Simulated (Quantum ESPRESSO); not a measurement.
# Collinear magnetic orders of MnPt3 with Quantum ESPRESSO, part 3 of 3

Aim: find out which collinear order of MnPt3 costs least.

Quantum ESPRESSO 7.5; PBEsol; plane waves with GBRV 1.5 PBEsol potentials, no spin-orbit coupling.

So far, absolute magnetization (μB): step 2 (start 1: ferro +) 4.38.

## 5. Run 4, typed as antiferro q=(1/2,1/2,1/2) +−

This order needs a doubled cell of 8 atoms.

Input file pw.in:

```
&CONTROL
  calculation = 'scf'
  prefix = 'pwscf'
  outdir = './tmp'
  pseudo_dir = './pseudo'
  disk_io = 'nowf'
  tprnfor = .true.
  tstress = .true.
/
&SYSTEM
  ibrav = 0
  celldm(1) = 8
  nat = 8
  ntyp = 3
  ecutwfc = 40
  ecutrho = 280
  nbnd = 78
  occupations = 'smearing'
  smearing = 'fd'
  degauss = 0.00999582
  nspin = 2
  starting_magnetization(1) = 0.2333
  starting_magnetization(2) = -0.2333
  starting_magnetization(3) = 0
/
&ELECTRONS
  conv_thr = 1.6d-08
  electron_maxstep = 150
  mixing_beta = 0.3
/
ATOMIC_SPECIES
Mn1    54.9380 mn_pbesol_v1.5.uspp.F.UPF
Mn2    54.9380 mn_pbesol_v1.5.uspp.F.UPF
Pt    195.0840 pt_pbesol_v1.4.uspp.F.UPF
CELL_PARAMETERS alat
   1.8424829715101    0.0000000000000    0.0000000000000
   0.9212414857551    0.9212414857551    0.0000000000000
   0.9212414857551    0.0000000000000    0.9212414857551
ATOMIC_POSITIONS crystal
Mn1     0.0000000000    0.0000000000    0.0000000000
Mn2     0.5000000000    0.0000000000    0.0000000000
Pt      0.5000000000    0.5000000000    0.5000000000
Pt      0.0000000000    0.5000000000    0.5000000000
Pt      0.0000000000    0.0000000000    0.5000000000
Pt      0.5000000000    0.0000000000    0.5000000000
Pt      0.0000000000    0.5000000000    0.0000000000
Pt      0.5000000000    0.5000000000    0.0000000000
K_POINTS automatic
4 8 8 0 0 0
```

Command:

```
OMP_NUM_THREADS=1 mpirun -n 2 pw.x -nk 2 -in pw.in > pw.out
```

What it wrote:

```text
     [... lines left out ...]
Program PWSCF v.7.5 starts
     [... lines left out ...]
     number of atoms/cell      =            8
     [... lines left out ...]
     number of electrons       =       126.00
     number of Kohn-Sham states=           78
     kinetic-energy cutoff     =      40.0000  Ry
     charge density cutoff     =     280.0000  Ry
     scf convergence threshold =      1.6E-08
     [... lines left out ...]
     48 Sym. Ops., with inversion, found
     [... lines left out ...]
     number of k points=    19  Fermi-Dirac smearing, width (Ry)=  0.0100
     [... lines left out ...]
     iteration # 17     ecut=    40.00 Ry     beta= 0.30
     [... lines left out ...]
     Magnetic moment per site  (integrated on atomic sphere of radius R)
     atom   1 (R=0.269)  charge= 13.6733  magn=  3.7003
     atom   2 (R=0.269)  charge= 13.6733  magn= -3.7004
     atom   3 (R=0.269)  charge= 14.0294  magn=  0.0000
     atom   4 (R=0.269)  charge= 14.0294  magn=  0.0000
     atom   5 (R=0.269)  charge= 14.0294  magn=  0.0000
     atom   6 (R=0.269)  charge= 14.0294  magn=  0.0000
     atom   7 (R=0.269)  charge= 14.0294  magn=  0.0000
     atom   8 (R=0.269)  charge= 14.0294  magn=  0.0000
     [... lines left out ...]
     the Fermi energy is    20.6716 ev
!    total energy              =   -1685.65131929 Ry
     estimated scf accuracy    <       0.00000001 Ry
     smearing contrib. (-TS)   =      -0.03694582 Ry
     [... lines left out ...]
     total magnetization       =     0.00 Bohr mag/cell
     absolute magnetization    =     7.95 Bohr mag/cell
     convergence has been achieved in  17 iterations
     [... lines left out ...]
     Total force =     0.000000     Total SCF correction =     0.000000
     [... lines left out ...]
          total   stress  (Ry/bohr**3)                   (kbar)     P=      -52.03
     [... lines left out ...]
```

It took 3.6 min on 2 MPI ranks of Arm Neoverse V2, shared host; peak memory 0.57 GiB.

Numbers from this step:

| Property | Result |
| --- | --- |
| smearing term TS | 0.5027 eV |
| pressure | -5.203 GPa |
| magnetization | 0 μB |
| absolute magnetization | 7.949 μB |
| final state | antiferromagnetic |
| largest moment | 3.700 μB |

## 6. Start 5: no spin polarisation

Input file pw.in:

```
&CONTROL
  calculation = 'scf'
  prefix = 'pwscf'
  outdir = './tmp'
  pseudo_dir = './pseudo'
  disk_io = 'nowf'
  tprnfor = .true.
  tstress = .true.
/
&SYSTEM
  ibrav = 0
  celldm(1) = 8
  nat = 4
  ntyp = 2
  ecutwfc = 40
  ecutrho = 280
  nbnd = 41
  occupations = 'smearing'
  smearing = 'fd'
  degauss = 0.00999582
/
&ELECTRONS
  conv_thr = 8d-09
  electron_maxstep = 150
  mixing_beta = 0.3
/
ATOMIC_SPECIES
Mn     54.9380 mn_pbesol_v1.5.uspp.F.UPF
Pt    195.0840 pt_pbesol_v1.4.uspp.F.UPF
CELL_PARAMETERS alat
   0.9212414857551    0.0000000000000    0.0000000000000
   0.0000000000000    0.9212414857551    0.0000000000000
   0.0000000000000    0.0000000000000    0.9212414857551
ATOMIC_POSITIONS crystal
Mn      0.0000000000    0.0000000000    0.0000000000
Pt      0.0000000000    0.5000000000    0.5000000000
Pt      0.5000000000    0.0000000000    0.5000000000
Pt      0.5000000000    0.5000000000    0.0000000000
K_POINTS automatic
8 8 8 0 0 0
```

What it wrote:

```text
     [... lines left out ...]
Program PWSCF v.7.5 starts
     [... lines left out ...]
     number of atoms/cell      =            4
     [... lines left out ...]
     number of electrons       =        63.00
     number of Kohn-Sham states=           41
     kinetic-energy cutoff     =      40.0000  Ry
     charge density cutoff     =     280.0000  Ry
     scf convergence threshold =      8.0E-09
     [... lines left out ...]
     48 Sym. Ops., with inversion, found
     [... lines left out ...]
     number of k points=    35  Fermi-Dirac smearing, width (Ry)=  0.0100
     [... lines left out ...]
     iteration # 14     ecut=    40.00 Ry     beta= 0.30
     [... lines left out ...]
     the Fermi energy is    20.6938 ev
!    total energy              =    -842.74038473 Ry
     estimated scf accuracy    <          1.8E-09 Ry
     smearing contrib. (-TS)   =      -0.03643609 Ry
     [... lines left out ...]
     convergence has been achieved in  14 iterations
     [... lines left out ...]
     Total force =     0.000000     Total SCF correction =     0.000000
     [... lines left out ...]
          total   stress  (Ry/bohr**3)                   (kbar)     P=     -154.25
     [... lines left out ...]
```

Run time: 26 s. Hardware: 2 MPI ranks; peak memory 0.17 GiB; 52 s of CPU time.

This step gave:

| Item | Value |
| --- | --- |
| smearing term TS | 0.4957 eV |
| pressure | -15.42 GPa |
| final state | non-magnetic (no spin polarisation) |

## 7. The states side by side

An order is kept where moments of 0.15 μB or more survive with the typed signs; meshes match where a doubled cell samples the same k points as the first cell.

Orders:

| start | final state | typed order kept | energy over the lowest (meV a seeded atom) | largest site moment (μB) | net moment (μB a cell of the first run) | mesh matched | CPU time (s) |
| --- | --- | --- | --- | --- | --- | --- | --- |
| ferro + | ferromagnetic | yes | 0 | 3.723 | 4.164 | yes | 100.6 |
| antiferro q=(0,1/2,1/2) +- | antiferromagnetic | yes | 21.38 | 3.711 | 0 | yes | 704.6 |
| antiferro q=(0,0,1/2) +- | antiferromagnetic | yes | 23.55 | 3.708 | 0 | yes | 622.6 |
| antiferro q=(1/2,1/2,1/2) +- | antiferromagnetic | yes | 161.8 | 3.7 | 0 | yes | 427.2 |
| no spin polarisation | non-magnetic | - | 1322 | 0 | 0 | yes | 52.08 |

## 8. Results

| Item | Value |
| --- | --- |
| lowest state found | ferromagnetic (from ferro +) |
| largest site moment | 3.72 μB |
| next state with moments | antiferromagnetic, 21.4 meV a seeded atom higher |
| state without moments | 1322 meV a seeded atom higher |

What this shows: Forming the moments gains more than four times the spread of the orders, as local moments do. The smearing terms TS of the orders run from 189 to 251 meV a seeded atom, so the differences would change at a smaller width: an order with a larger TS is lowered more by the smearing. Only these 5 starts were compared; other wavevectors, canted and longer-period orders were not. Energies are free energies at an electronic temperature of 1580 K, which lowers moments and differences where the moments are itinerant.

[Logs and program files are shortened in this print: banners, set-up blocks, solver, clock and traceback lines can be left out without a mark of their own.]

[Logs are printed without paths, hosts, clocks, repeated set-up lines and the standing remarks that a program may print on its own settings, such as how far it seeks lower states.]

[Hosts, paths, dates, database ids (printed as entryN), source tags and the programs' standing remarks are cut or masked in the printed files.]

[Where a cell is said to come from a database of computed structures, the database is the Materials Project.]
